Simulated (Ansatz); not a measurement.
# Vibrations of species on C(111), part 2 of 3

Aim: bond lengths and vibrational modes of species bound on C(111).

Ansatz 0.2.0; DFT PBE, scalar-relativistic, plane waves, PAW; PAW set soft_1.

So far. Step 2 (Relaxation of the host): The forces vanish by symmetry. Step 3 (Letting the atoms settle: CH3): The largest force component left on a free atom is 0.88 meV/Å.

### Step 4. Force constants among chosen sites: CH3

Only 10 sites are displaced (7 C and 3 H), with their periodic images, and all others stay at rest.

File input.yaml:

```yaml
crystal:
  lattice:
    - [2.5255034167, 2.8881e-06, 0.0]
    - [-1.2627542095, 2.1871486722, 0.0]
    - [0.0, 0.0, 47.2902618512]
  atoms:
    - { symbol: C, position: [0.0, 0.0, 0.1819370089] }
    - { symbol: C, position: [0.3333333333, 0.6666666667, 0.19283851] }
    - { symbol: C, position: [0.3333333333, 0.6666666667, 0.2255247691] }
    - { symbol: C, position: [0.6666666667, 0.3333333333, 0.2364156641] }
    - { symbol: C, position: [0.6666666667, 0.3333333333, 0.2691212468] }
    - { symbol: C, position: [0.0, 0.0, 0.2800191423] }
    - { symbol: C, position: [0.0, 0.0, 0.3127216452] }
    - { symbol: C, position: [0.3333333333, 0.6666666667, 0.3236226916] }
    - { symbol: C, position: [0.3333333333, 0.6666666667, 0.3563065812] }
    - { symbol: C, position: [0.6666666667, 0.3333333333, 0.367225334] }
    - { symbol: H, position: [0.0, 0.0, 0.158666029] }
    - { symbol: C, position: [0.6666666667, 0.3333333333, 0.3995141886] }
    - { symbol: H, position: [0.0382410887, 0.3324662473, 0.4087582327] }
    - { symbol: H, position: [0.6675337527, 0.7057748414, 0.4087582327] }
    - { symbol: H, position: [0.2942251586, 0.9617589113, 0.4087582327] }
  periodic: [true, true, false]
kpoints:
  mp_grid: { grid: [10, 10, 1] }
hamiltonian:
  xc: pbe
  pseudopotentials: { kind: paw, azcp: { folder: soft_1 } }
scf:
  occupations: { method: gaussian, width: 0.03 }
output:
  eigenvalues: true
phonons:
  method: fd
  supercell: [1, 1, 1]
  displaced_sites: [4, 5, 6, 7, 8, 9, 11, 12, 13, 14]
  rigid_motions: translations
```

Command:

```console
$ ansatz run input.yaml --threads 8 --pin off --max-ram 20480MiB --backend cpu --events-out ev --progress --plain --runs-dir out
```

Numbers of over 12 decimals in the logs are rounded to 6 here.

What it wrote:

```text
[...]
Crystal: 15 atoms, lattice volume = 261.215 Å³
Basis set: ecut = 420 eV, 5169 PW (Γ), exchange–correlation on 36×36×640 points (8 copies of the dense FFT grid, shifted against one another)
Bands: 39, of which v1, the nominal top of the filled ones, is band 24 counted from 1 (23 counted from 0)
Symmetry: 3 space group operations
k-points: 18 of 100 (time reversal used)
[...]
SCF iter   1: F=—  HF=-2825.177626 eV  |F-HF|=—  |Δ(HF+E_count)|=         —  Δρ=8.39e-2  dr2=1.58e1  ethr=3.10e-3  ⟨swp⟩=11.2  Hψ=5678  notcnv=0  defer=48
[...]
SCF iter  14: F=-2819.435322 eV  HF=-2819.435322 eV  |F-HF|=2.91e-10  |Δ(HF+E_count)|=  3.25e-10  Δρ=7.21e-8  dr2=7.84e-12  ethr=1.00e-12  ⟨swp⟩=7.5  Hψ=3062  notcnv=0
SCF 1 converged in 14 iterations: F = -2819.435322 eV  dr2 = 7.84e-12
[...]
Symmetry: 1 space group operations
k-points: 52 of 100 (time reversal used)
[...]
SCF iter   8: F=-2819.435195 eV  HF=-2819.435195 eV  |F-HF|=1.74e-10  |Δ(HF+E_count)|=  8.05e-11  Δρ=5.14e-8  dr2=3.74e-12  ethr=1.00e-12  ⟨swp⟩=8.6  Hψ=10905  notcnv=0
SCF 2 converged in 8 iterations: F = -2819.435195 eV  dr2 = 3.74e-12
[...]
SCF iter   5: F=-2819.435195 eV  HF=-2819.435195 eV  |F-HF|=4.07e-10  |Δ(HF+E_count)|=  8.00e-11  Δρ=1.53e-8  dr2=4.46e-13  ethr=1.00e-12  ⟨swp⟩=8.2  Hψ=10764  notcnv=0
SCF 3 converged in 5 iterations: F = -2819.435195 eV  dr2 = 4.46e-13
[...]
SCF iter   8: F=-2819.435194 eV  HF=-2819.435194 eV  |F-HF|=5.87e-11  |Δ(HF+E_count)|=  1.26e-10  Δρ=5.42e-8  dr2=3.29e-12  ethr=1.00e-12  ⟨swp⟩=7.9  Hψ=11794  notcnv=0
SCF 4 converged in 8 iterations: F = -2819.435194 eV  dr2 = 3.29e-12
[...]
SCF iter   5: F=-2819.435196 eV  HF=-2819.435196 eV  |F-HF|=0.00e0  |Δ(HF+E_count)|=  4.64e-11  Δρ=1.45e-8  dr2=4.11e-13  ethr=1.00e-12  ⟨swp⟩=7.3  Hψ=11342  notcnv=0
SCF 5 converged in 5 iterations: F = -2819.435196 eV  dr2 = 4.11e-13
[...]
SCF iter   8: F=-2819.435196 eV  HF=-2819.435196 eV  |F-HF|=5.82e-11  |Δ(HF+E_count)|=  7.37e-11  Δρ=4.97e-8  dr2=4.27e-12  ethr=1.00e-12  ⟨swp⟩=8.6  Hψ=10880  notcnv=0
SCF 6 converged in 8 iterations: F = -2819.435196 eV  dr2 = 4.27e-12
[...]
SCF iter   5: F=-2819.435195 eV  HF=-2819.435195 eV  |F-HF|=4.65e-10  |Δ(HF+E_count)|=  1.32e-11  Δρ=1.59e-8  dr2=5.18e-13  ethr=1.00e-12  ⟨swp⟩=8.2  Hψ=10705  notcnv=0
SCF 7 converged in 5 iterations: F = -2819.435195 eV  dr2 = 5.18e-13
[...]
SCF iter   8: F=-2819.435194 eV  HF=-2819.435194 eV  |F-HF|=2.32e-10  |Δ(HF+E_count)|=  9.46e-11  Δρ=5.56e-8  dr2=6.14e-12  ethr=1.00e-12  ⟨swp⟩=8.8  Hψ=11145  notcnv=0
SCF 8 converged in 8 iterations: F = -2819.435194 eV  dr2 = 6.14e-12
[...]
SCF iter   5: F=-2819.435196 eV  HF=-2819.435196 eV  |F-HF|=2.61e-10  |Δ(HF+E_count)|=  6.82e-12  Δρ=1.52e-8  dr2=4.62e-13  ethr=1.00e-12  ⟨swp⟩=8.4  Hψ=10794  notcnv=0
SCF 9 converged in 5 iterations: F = -2819.435196 eV  dr2 = 4.62e-13
[...]
SCF 10 converged in 8 iterations: F = -2819.435195 eV  dr2 = 4.45e-12
[...]
SCF 11 converged in 5 iterations: F = -2819.435195 eV  dr2 = 5.64e-13
[...]
SCF iter   8: F=-2819.435198 eV  HF=-2819.435198 eV  |F-HF|=3.20e-10  |Δ(HF+E_count)|=  2.56e-10  Δρ=3.64e-8  dr2=2.30e-12  ethr=1.00e-12  ⟨swp⟩=8.2  Hψ=10763  notcnv=0
SCF 12 converged in 8 iterations: F = -2819.435198 eV  dr2 = 2.30e-12
[...]
SCF iter   5: F=-2819.435196 eV  HF=-2819.435196 eV  |F-HF|=1.75e-10  |Δ(HF+E_count)|=  9.28e-11  Δρ=1.66e-8  dr2=5.84e-13  ethr=1.00e-12  ⟨swp⟩=8.3  Hψ=10789  notcnv=0
SCF 13 converged in 5 iterations: F = -2819.435196 eV  dr2 = 5.84e-13
[...]
SCF iter   9: F=-2819.435138 eV  HF=-2819.435138 eV  |F-HF|=1.75e-10  |Δ(HF+E_count)|=  1.29e-10  Δρ=2.40e-8  dr2=1.50e-12  ethr=1.00e-12  ⟨swp⟩=8.1  Hψ=10764  notcnv=0
SCF 14 converged in 9 iterations: F = -2819.435138 eV  dr2 = 1.50e-12
[...]
SCF iter   5: F=-2819.435139 eV  HF=-2819.435139 eV  |F-HF|=3.49e-10  |Δ(HF+E_count)|=  6.37e-12  Δρ=2.52e-8  dr2=1.50e-12  ethr=1.00e-12  ⟨swp⟩=8.4  Hψ=10766  notcnv=0
SCF 15 converged in 5 iterations: F = -2819.435139 eV  dr2 = 1.50e-12
[...]
SCF iter   8: F=-2819.435204 eV  HF=-2819.435204 eV  |F-HF|=1.46e-10  |Δ(HF+E_count)|=  1.43e-10  Δρ=5.41e-8  dr2=6.24e-12  ethr=1.00e-12  ⟨swp⟩=8.9  Hψ=11230  notcnv=0
SCF 16 converged in 8 iterations: F = -2819.435204 eV  dr2 = 6.24e-12
[...]
SCF iter   5: F=-2819.435204 eV  HF=-2819.435204 eV  |F-HF|=1.46e-10  |Δ(HF+E_count)|=  2.08e-10  Δρ=2.27e-8  dr2=9.86e-13  ethr=1.00e-12  ⟨swp⟩=8.1  Hψ=10536  notcnv=0
SCF 17 converged in 5 iterations: F = -2819.435204 eV  dr2 = 9.86e-13
[...]
SCF iter   7: F=-2819.435293 eV  HF=-2819.435293 eV  |F-HF|=3.48e-10  |Δ(HF+E_count)|=  6.37e-12  Δρ=3.29e-8  dr2=3.89e-12  ethr=1.00e-12  ⟨swp⟩=7.8  Hψ=12886  notcnv=0
SCF 18 converged in 7 iterations: F = -2819.435293 eV  dr2 = 3.89e-12
[...]
SCF iter   5: F=-2819.435293 eV  HF=-2819.435293 eV  |F-HF|=1.74e-10  |Δ(HF+E_count)|=  1.01e-10  Δρ=2.18e-8  dr2=7.11e-13  ethr=1.00e-12  ⟨swp⟩=8.0  Hψ=10285  notcnv=0
SCF 19 converged in 5 iterations: F = -2819.435293 eV  dr2 = 7.11e-13
[...]
SCF iter   9: F=-2819.435296 eV  HF=-2819.435296 eV  |F-HF|=8.73e-11  |Δ(HF+E_count)|=  8.87e-11  Δρ=1.78e-8  dr2=1.16e-12  ethr=1.00e-12  ⟨swp⟩=8.3  Hψ=10725  notcnv=0
SCF 20 converged in 9 iterations: F = -2819.435296 eV  dr2 = 1.16e-12
[...]
SCF iter   5: F=-2819.435297 eV  HF=-2819.435297 eV  |F-HF|=1.75e-10  |Δ(HF+E_count)|=  2.16e-10  Δρ=2.28e-8  dr2=8.40e-13  ethr=1.00e-12  ⟨swp⟩=8.0  Hψ=10414  notcnv=0
SCF 21 converged in 5 iterations: F = -2819.435297 eV  dr2 = 8.40e-13
SCF converged after 14 iterations
Free energy (F): -2819.435322 eV
[...]
Internal energy: -2819.435322 eV  (E = F + TS)
E sigma→0 (E₀):  -2819.435322 eV
Fermi energy:    -1.745995 eV
[...]
--- Forces (eV/Å), atoms counted from 1 ---
  atom   1  C      0.00000000    -0.00000000     1.05922308
  atom   2  C      0.00000000     0.00000000    -0.88746669
  atom   3  C     -0.00000000    -0.00000000    -0.00008809
  atom   4  C      0.00000000     0.00000000     0.00019434
  atom   5  C     -0.00000000    -0.00000000    -0.00020168
  atom   6  C      0.00000000     0.00000000     0.00007542
  atom   7  C     -0.00000000    -0.00000000    -0.00047950
  atom   8  C      0.00000000     0.00000000     0.00017350
  atom   9  C     -0.00000000    -0.00000000    -0.00060496
  atom  10  C      0.00000000     0.00000000     0.00087399
  atom  11  H      0.00000000     0.00000000    -0.17173441
  atom  12  C      0.00000000    -0.00000000     0.00025034
  atom  13  H     -0.00013938    -0.00011944    -0.00007101
  atom  14  H      0.00017313    -0.00006098    -0.00007101
  atom  15  H     -0.00003375     0.00018043    -0.00007101
  max |Σ_I F_I| component: 2.29e-6 eV/Å
--- Band table (eV; the first three rows and the last of 18) ---
  k-point 0: bands = [... 20 lower, -3.1974, -3.1974, -2.3283, -2.3283, -1.1642 (-1.1645°), -0.3958 (-0.3966°?), -0.0295, 0.7513, ... 11 higher]
  k-point 1: bands = [... 20 lower, -3.9870, -3.5507, -3.2749, -2.7176, -0.8873 (-0.8875°), -0.1646 (-0.1648°?), 0.2753, 1.0478, ... 11 higher]
  k-point 2: bands = [... 20 lower, -5.1575, -4.4839, -4.3880, -3.5953, -0.0942 (-0.0943°), 0.5205 (0.5205°), 1.1827, 1.9242, ... 11 higher]
  k-point 17: bands = [... 20 lower, -8.0382, -7.9583, -7.7347, -7.1728, 3.2235, 3.6939, 4.0331, 4.4626, ... 11 higher]
  ° read free of the cell's end (the report's vacuum.weakly_bound_levels)
[...]
--- Phonons: 20 displaced members + reference (amplitude 0.0025 Å, Σ member SCF iterations 131) ---
  symmetry images taken by strict's conditions (phonons.symmetry_images: auto; settled by no image being taken that strict refuses)
  force constants formed among 10 of 15 sites (C 4, C 5, C 6, C 7, C 8, C 9, C 11, H 12, H 13, H 14); the other 5 at rest. The modes move the named sites alone.
  the frequencies, the zero-point energy and the sums are of the block with the acoustic sum rule laid on its rows. Row sums over every site: 7.9e-4 eV/Å² at the most
  transpose residual: 4.3e-4 eV/Å²
  largest component of a force at the reference: 8.7e-4 eV/Å on a named site, 1.1e0 eV/Å on a site at rest
  frequencies among the named sites at Γ of the cell (cm⁻¹): -437.25 -437.25 116.68 116.68 182.73 337.10 337.10 490.37 490.37 532.01 675.66 675.66 823.78 1012.34 1204.30 1204.30 1236.84 1236.84 1268.12 1272.02 1272.02 1292.50 1298.01 1440.10 1654.73 1654.73 1731.64 3364.27 3613.84 3613.84
  unstable modes among the named sites: 2
  frequencies as built, with no sum rule (cm⁻¹): -437.21 -437.21 116.70 116.70 182.73 337.10 337.10 490.37 490.37 532.00 675.67 675.67 823.78 1012.34 1204.30 1204.30 1236.84 1236.84 1268.12 1272.02 1272.02 1292.50 1298.02 1440.11 1654.75 1654.75 1731.66 3364.27 3613.84 3613.84
  zero-point energy: 2.116942 eV/cell   skipped modes (ω ≤ 0): 2, of them read as no rigid motion or as one in doubt: 2 (2.000e0 modes/cell left out, lowest -437.25 cm⁻¹)
  not written: the harmonic force-constant file, the file of eigenvectors (these modes' are written with the force constants), the density of states and the dispersion, which are of every site
```

The job ended after 2.8 min (8 threads of Arm Neoverse N1, shared host; peak memory 1 GiB).

The column dr2 measures how far the density is from self-consistency, as an energy; F and HF (Harris–Foulkes) agree once it is small.

The other atoms of the cell are at rest; shares are of the kinetic energy, a minus sign marks an imaginary mode, and where like sites share a mode the one named is one choice of several. Modes of the displaced sites:

```
mode  frequency (cm⁻¹)  share of C (%)  share of H (%)  site with the largest share  its share (%)
   1            -437.2              24              76                          H13             40
   2            -437.2              24              76                          H14             36
   3             116.7              95               5                          C10             22
   4             116.7              95               5                          C10             22
   5             182.7              94               6                          C12             24
   6             337.1              98               2                           C6             26
   7             337.1              98               2                           C6             26
   8             490.4              99               1                           C8             27
   9             490.4              99               1                           C8             27
  10             532.0              95               5                           C6             23
  11             675.7              71              29                          C12             38
  12             675.7              71              29                          C12             38
  13             823.8              96               4                           C5             26
  14            1012.3              96               4                           C9             24
  15            1204.3             100               0                           C8             26
  16            1204.3             100               0                           C8             26
  17            1236.8              99               1                           C6             25
  18            1236.8              99               1                           C6             25
  19            1268.1             100               0                           C5             31
  20            1272.0              99               1                           C8             24
  21            1272.0              99               1                           C8             24
  22            1292.5             100               0                           C7             37
  23            1298.0             100               0                           C9             42
  24            1440.1              15              85                          H15             28
  25            1654.7               7              93                          H13             50
  26            1654.7               7              93                          H15             50
  27            1731.6               0             100                          H14             33
  28            3364.3               4              96                          H14             32
  29            3613.8               8              92                          H14             54
  30            3613.8               8              92                          H13             58
```

The same force constants with another mass on the added atoms, against the natural mean mass; listed are the real modes with at least half of their motion on these atoms, followed through small steps of mass, less those that pass through avoided crossings, where the squared overlap of new and old mass-weighted patterns is under 0.8. Modes after a change of mass:

```
substitution  mode  frequency (cm⁻¹)  after (cm⁻¹)  ratio
     D for H    28            3364.3        2432.6  1.383
     D for H    29            3613.8        2659.6  1.359
     D for H    30            3613.8        2659.6  1.359
```

The highest mode of the block lies at 3613.8 cm⁻¹; the acoustic sum rule moved it by 0.0 cm⁻¹. The block has 2 imaginary modes, the largest 437i cm⁻¹, so this structure is not a minimum.

### Step 5. Relaxation in the fixed cell: NH2

The slab carries NH2. Its plane takes the lattice constant of the bulk relaxed at this level. The lowest layers and the H atoms that close the back face are held, and the other atoms relax. The program lengthens the typed cell of 26.7 Å along the normal to 47.3 Å, as its cut-off of the electrostatics needs, and moves no atom.

System of this step: NH2 on C(111). The cell holds 14 atoms: 10 C, 3 H and 1 N. Its edges and angles: a = 2.526 Å, b = 2.526 Å, c = 47.270 Å, α = 90.0°, β = 90.0°, γ = 120.0°. It derives from C. Vacuum lies along c.

File input.yaml:

```yaml
crystal:
  lattice:
    - [2.5255025783, 0.0, 0.0]
    - [-1.2627562914, 2.1871508423, 0.0]
    - [0.0, 0.0, 26.7418425561]
  atoms:
    - { symbol: C, position: [0.0, 0.0, 0.321738] }
    - { symbol: C, position: [0.333333, 0.666667, 0.341015] }
    - { symbol: C, position: [0.333333, 0.666667, 0.398848] }
    - { symbol: C, position: [0.666667, 0.333333, 0.418125] }
    - { symbol: C, position: [0.666667, 0.333333, 0.475958] }
    - { symbol: C, position: [0.0, 0.0, 0.495235] }
    - { symbol: C, position: [0.0, 0.0, 0.553068] }
    - { symbol: C, position: [0.333333, 0.666667, 0.572345] }
    - { symbol: C, position: [0.333333, 0.666667, 0.630178] }
    - { symbol: C, position: [0.666667, 0.333333, 0.649456] }
    - { symbol: H, position: [0.0, 0.0, 0.280585] }
    - { symbol: "N", position: [0.666667, 0.333333, 0.703702] }
    - { symbol: H, position: [0.030523, 0.698369, 0.719415] }
    - { symbol: H, position: [0.665487, 0.968298, 0.719415] }
  periodic: [true, true, false]
kpoints:
  mp_grid: { grid: [10, 10, 1] }
hamiltonian:
  xc: pbe
  pseudopotentials: { kind: paw, azcp: { folder: soft_1 } }
scf:
  occupations: { method: gaussian, width: 0.03 }
output:
  forces: true
  eigenvalues: true
relax:
  adjacent_minimum: "off"
  f_tol: 0.003
  max_steps: 120
  constraints: [{ sites: [0, 1, 10] }]
```

What it wrote:

```text
[...]
Crystal: 14 atoms, lattice volume = 261.105 Å³
Basis set: ecut = 420 eV, 5155 PW (Γ), exchange–correlation on 36×36×640 points (8 copies of the dense FFT grid, shifted against one another)
Bands: 38, of which v1, the nominal top of the filled ones, is band 24 counted from 1 (23 counted from 0)
Symmetry: 1 space group operations
[...]
k-points: 52 of 100 (time reversal used)
[...]
- { symbol: C, position: [-4.520601518420874e-5, -3.8768349301818995e-5, 0.312850] }
    - { symbol: C, position: [0.333201, 0.666591, 0.323770] }
    - { symbol: C, position: [0.331424, 0.664284, 0.356455] }
    - { symbol: C, position: [0.663989, 0.329445, 0.367463] }
    - { symbol: H, position: [0.0, 0.0, 0.158733] }
    - { symbol: N, position: [0.647774, 0.316369, 0.398646] }
    - { symbol: H, position: [0.042323, 0.672445, 0.405875] }
    - { symbol: H, position: [0.695474, 0.962994, 0.405187] }
[key lines of the parts left out:]
SCF converged after 7 iterations
Free energy (F): -2938.914874 eV
Fermi energy:    -1.758265 eV
```

Wall time 1.8 min (8 threads); peak memory 0.97 GiB.

Step by step:

```
step  energy less that of the first step (eV)  largest force component (eV/Å)
   1                                   0.0000                          1.3955
   2                                  -0.0559                          0.7913
   3                                  -0.0824                          0.1761
   4                                  -0.0833                          0.1935
   5                                  -0.0842                          0.0036
   6                                  -0.0842                          0.0036
   7                                  -0.0842                          0.0005
```

The atoms that moved most (Å):

```
atom      dx      dy      dz  length
 H14   0.082  -0.012  -0.085   0.119
 H13   0.063  -0.057  -0.053   0.100
 N12  -0.026  -0.037   0.026   0.052
 C10  -0.002  -0.009   0.002   0.009
  C9  -0.002  -0.005  -0.002   0.006
```

Numbers from this step:

```yaml
gap_on_the_k_mesh: 1.284 eV
```

The largest force component left on a free atom is 0.54 meV/Å.

[end of part 2 of 3]

[Logs are printed without paths, hosts, clocks, repeated set-up lines and the standing remarks that a program may print on its own settings, such as how far it seeks lower states.]

[Hosts, paths, dates, database ids (printed as entryN), source tags and the programs' standing remarks are cut or masked in the printed files.]
